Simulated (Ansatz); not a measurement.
# linear Li chain: one chain at several levels of theory, part 4 of 4

Wanted: the relaxed geometry and the open channels of the linear Li chain, by several methods.

Ansatz 0.2.0; DFT PBE, plane waves, PAW; relaxation of a chain's period (the session's first sound run).

So far. Step 11 (The relaxed wire, cutoff 1006.82 eV): The cell's length comes to 3.025 Å, +0.5 % against the first run, with no moment. That is +27 % against the start, more than a small adjustment. Step 12 (Relaxation of atoms and period): The cell's length comes to 3.011 Å, -0.0 % against the first run, with spin left out. That is +26 % against the start, more than a small adjustment.

### 14. Two-component spinors (continued)

Level of this step: DFT PBE, plane waves, fully relativistic PAW; channels of a perfect chain with spin-orbit coupling (Ansatz).

The slowest values at each energy, most degenerate partners merged, listed up to 1.5 1/Å. Im kz of the slowest decaying states against energy, zero at the Fermi level:

| energy (eV) | decay 1 = decay 2 (Å⁻¹) | decay 3 (Å⁻¹) | decay 4 (Å⁻¹) |
| --- | --- | --- | --- |
| -0.420 | 0.764 | 1.05 | 1.05 |
| -0.385 | 0.758 | 1.04 | 1.05 |
| -0.350 | 0.752 | 1.04 | 1.05 |
| -0.315 | 0.745 | 1.03 | 1.04 |
| -0.245 | 0.733 | 1.02 | 1.03 |
| -0.210 | 0.726 | 1.02 | 1.03 |
| -0.175 | 0.720 | 1.01 | 1.02 |
| -0.140 | 0.714 | 1.01 | 1.02 |
| -0.105 | 0.707 | 1.00 | 1.01 |
| -0.070 | 0.700 | 0.998 | 1.01 |
| -0.035 | 0.694 | 0.993 | 1.01 |
| 0.000 | 0.687 | 0.988 | 1.00 |
| 0.035 | 0.680 | 0.983 | 0.996 |
| 0.070 | 0.673 | 0.978 | 0.992 |
| 0.105 | 0.666 | 0.972 | 0.987 |
| 0.140 | 0.659 | 0.967 | 0.982 |
| 0.175 | 0.652 | 0.961 | 0.978 |
| 0.210 | 0.645 | 0.956 | 0.973 |
| 0.245 | 0.638 | 0.951 | 0.968 |
| 0.315 | 0.623 | 0.940 | 0.959 |
| 0.350 | 0.616 | 0.934 | 0.954 |
| 0.385 | 0.608 | 0.928 | 0.949 |
| 0.420 | 0.600 | 0.923 | 0.944 |

The electronic bands at the labelled points (eV, zero at the Fermi level):

| point | band 3 | band 4 | band 5 | band 6 | band 7 | band 8 | band 9 | band 10 |
| --- | --- | --- | --- | --- | --- | --- | --- | --- |
| Γ | -0.77 | -0.77 | 1.77 | 1.77 | 1.77 | 1.77 | 3.20 | 3.20 |
| halfway | -0.01 | -0.01 | 2.78 | 2.78 | 2.78 | 2.78 | 3.97 | 3.97 |
| Z | 1.38 | 1.38 | 3.82 | 3.82 | 5.26 | 5.26 | 5.26 | 5.26 |

The electronic bands as a text plot (rows in eV, shown from -0.8 to 3.8 only):

```
    3.7 |                    *****             **
    3.5 |               *****                **
    3.3 |       ********                   **
    3.1 |*******                        ***
    3.0 |                             **
    2.8 |                           **
    2.6 |                        ***
    2.4 |                    ****
    2.2 |                ****
    2.0 |          ******
    1.8 |**********
    1.6 |
    1.4 |                                                     ***
    1.2 |                                                *****
    1.0 |                                            ****
    0.9 |                                          **
    0.7 |                                      ****
    0.5 |                                   ***
    0.3 |                               ****
    0.1 |                            ***
   -0.1 |                        ****
   -0.3 |                    ****
   -0.5 |              ******
   -0.7 |**************
         Γ                                                      Z
```

At the computed energy nearest the Fermi level there are 2 spinor channels, and the thermal average gives 1.000 G₀.

### 15. A varied input

This step: DFT PBE, plane waves, PAW; channels and complex bands of a perfect chain; changed: output.transmission.e_range = [-80, 80], output.transmission.de = 5, scf.max_iter = 50 (Ansatz 0.2.0).

The input of the run on the perfect lead (PBE) is made doubtful on purpose. The ELF is not written this time.

input.yaml reads:

```yaml
crystal:
  lattice:
    - [7.5, 0.0, 0.0]
    - [0.0, 7.5, 0.0]
    - [0.0, 0.0, 3.0114145677]
  atoms:
    - { symbol: Li, position: [0.5, 0.5, 0.0] }
kpoints:
  mp_grid: { grid: [1, 1, 27] }
  band_path: { path: ["Γ", Z], npoints: 60 }
scf:
  occupations: { method: fermi_dirac, width: 0.05 }
  max_iter: 50
hamiltonian:
  xc: pbe
output:
  transmission:
    e_range: [-80, 80]
    de: 5
    kmesh: [1, 1]
    reduced_basis: true
    leads: [[0, 0]]
  dos: { projected: true, e_range: [-6, 4] }
  write_potential: true
  write_density: true
  volumetric_format: npy
```

Command:

```
ansatz run input.yaml --threads 4 --pin off --max-ram 8192MiB --backend cpu --events-out ev --progress --plain --runs-dir out
```

Numbers of over 12 decimals in the logs are rounded to 6 here.

Output:

```text
Error: inconsistent input (output.transmission.e_range, basis.ecutwfc): energies over 52 eV from the Fermi level are not served at this cutoff: ask for nearer ones, or raise it
```

Elapsed: 0.03 s, on 4 threads of Arm Neoverse V1, shared host; peak memory 0.06 GiB.

The program refused the input before any cycle.

The program's message: “Error: inconsistent input (output.transmission.e_range, basis.ecutwfc): energies over 52 eV from the Fermi level are not served at this cutoff: ask for nearer ones, or raise it”

The change that led to it: output.transmission.e_range = [-80, 80] and output.transmission.de = 5.

### 16. The same system on other settings: scf.mixing.preconditioner = "resta"

This step: DFT PBE, plane waves, PAW; channels and complex bands of a perfect chain; changed: scf.mixing.preconditioner = "resta" (Ansatz 0.2.0).

The atoms of the run on the perfect lead (PBE) are kept and the input is varied, to see whether the result depends on it. The ELF is not written this time.

input.yaml: that of step 15 with these lines changed.

```diff
@@ -12,3 +12,3 @@
   occupations: { method: fermi_dirac, width: 0.05 }
-  max_iter: 50
+  mixing: { preconditioner: resta }
 hamiltonian:
@@ -17,4 +17,4 @@
   transmission:
-    e_range: [-80, 80]
-    de: 5
+    e_range: [-2, 2]
+    de: 0.035
     kmesh: [1, 1]
```

Output:

```text
[...]
Crystal: 1 atoms, lattice volume = 169.392 Å³
Basis set: ecut = 420 eV, 3323 PW (Γ)
Bands: 6, of which v1, the nominal top of the filled ones, is band 2 counted from 1 (1 counted from 0)
Symmetry: 16 space group operations
[...]
k-points: 14 of 27
[...]
Fermi energy:    -2.786495 eV
[...]
--- Band table (eV; the first three rows and the last of 14) ---
[...]
--- Transmission ---
  basis      : 497 plane waves across, 4 finite elements along
  points     : 1, standing for a mesh of 1 x 1
[...]
crystal 0  : Li1, at the sites [0, 0], period 3.0114 Å: whole cells are its period
[...]
filled         : 8.0 meV over the level at which it is neutral
    channels       : 1.000000e0 a spin
[...]
[key lines of the parts left out:]
SCF converged after 6 iterations
Free energy (F): -203.726421 eV
```

The job ended after 5 s (4 threads; peak memory 0.37 GiB).

Numbers from this step:

```yaml
energy_at_zero_smearing: -203.7235 eV
```

It took 5 s against 5.4 s for the run it varies, and the conductance is 1.000 G₀ against 1.000 G₀.

The channels at the energy nearest the Fermi level, one spin and conductance of the lead as this run defines it stay within 0.2 % plus 0.001 of the run it varies.

### 17. Results

```yaml
cell_length_pbe: 3.011 Å
cell_length_rpbe: 3.029 Å
cell_length_pbesol: 3.031 Å
cell_length_r2scan: 3.093 Å
cell_length_pbe_nc_files: 3.025 Å
cell_length_pbe_no_spin: 3.011 Å
conductance_pbe: 1.000 G₀
conductance_rpbe: 1.000 G₀
conductance_pbesol: 1.000 G₀
conductance_r2scan: 1.000 G₀
conductance_with_spin_orbit_coupling: 1.000 G₀
```

**Reading.** Under PBE the cell's length is 3.01 Å, no moment survives, and it is a metal with 1 channel a spin next to the Fermi level, 1.000 G₀ at 300 K. The cell's length spans 2.7 % over the functionals, shortest under PBE and longest under r2SCAN. A perfect wire passes every open channel, so the conductance counts half a G₀ for each forward-moving state at the Fermi level, spin by spin. Transport is coherent and elastic here: the atoms are frozen, so scattering by vibrations plays no part. The lead's cell of one atom keeps the chain straight and evenly spaced; a zigzag or dimerised form may lie lower.

[Logs are printed without paths, hosts, clocks, repeated set-up lines and the standing remarks that a program may print on its own settings, such as how far it seeks lower states.]

[Hosts, paths, dates, database ids (printed as entryN), source tags and the programs' standing remarks are cut or masked in the printed files.]
